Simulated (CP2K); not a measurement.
Consider methanol monohydrate at its PBE geometry (Å).

```xyz
9

C    -1.2751   -0.2139    0.3426
O     0.1241   -0.5445    0.4557
O     2.0955    1.0662   -0.8697
H    -1.8893   -1.1180    0.2121
H    -1.3734    0.4168   -0.5479
H    -1.6356    0.3530    1.2152
H     0.2609   -1.0487    1.2737
H     1.4492    0.5079   -0.3844
H     2.2436    0.5812   -1.6973
```

Method: CP2K XAS_TDP, all-electron GAPW, PBEh(45%), aug-cc-pVDZ, TDA, GW2X-corrected core level, no relativity.

Q: Where do the O K-edge lines lie, and how strong are they?

Leading lines: O2 535.81 eV and O3 535.51 eV. The leading line of an atom is its first one with 35 % of the strongest within 2.5 eV of its lowest line over the strength cut. Core ionisation energies at this level: O2 539.25 and O3 538.21 eV.

The first six lines of each atom with a strength over 0.0015:

```csv
atom,energy (eV),states,"strength, one atom",above the computed threshold
"O2 (bonded to C and H, takes 1 H bond)",535.81,1,0.0145,
,537.34,1,0.0245,
,537.95,1,0.0073,
,538.53,1,0.0118,
,539.01,1,0.0051,
,539.75,1,0.0071,yes
"O3 (bonded to 2 H, gives 1 H bond)",535.51,1,0.0127,
,536.82,1,0.0086,
,537.34,1,0.0026,
,537.78,1,0.0041,
,538.00,1,0.0058,
,538.36,1,0.0046,yes
```

Lines are vertical, at one geometry, with no vibrational structure. GW2X ionisation energies and lines can be off by 1 to 2 eV either way, and a good line position may hide errors that cancel. These values hold no scalar relativity, about 0.4 eV for O 1s. Rydberg lines, and the discretised continuum above threshold, depend on the basis and the box. This is one low-energy arrangement of the cluster, relaxed without a dispersion correction; others exist.

[Banner, clock and machine lines of the logs are left out without a mark of their own.]

[Logs are printed without paths, hosts, clocks, repeated set-up lines and the standing remarks that a program may print on its own settings, such as how far it seeks lower states.]

[Hosts, paths, dates, database ids (printed as entryN), source tags and the programs' standing remarks are cut or masked in the printed files.]
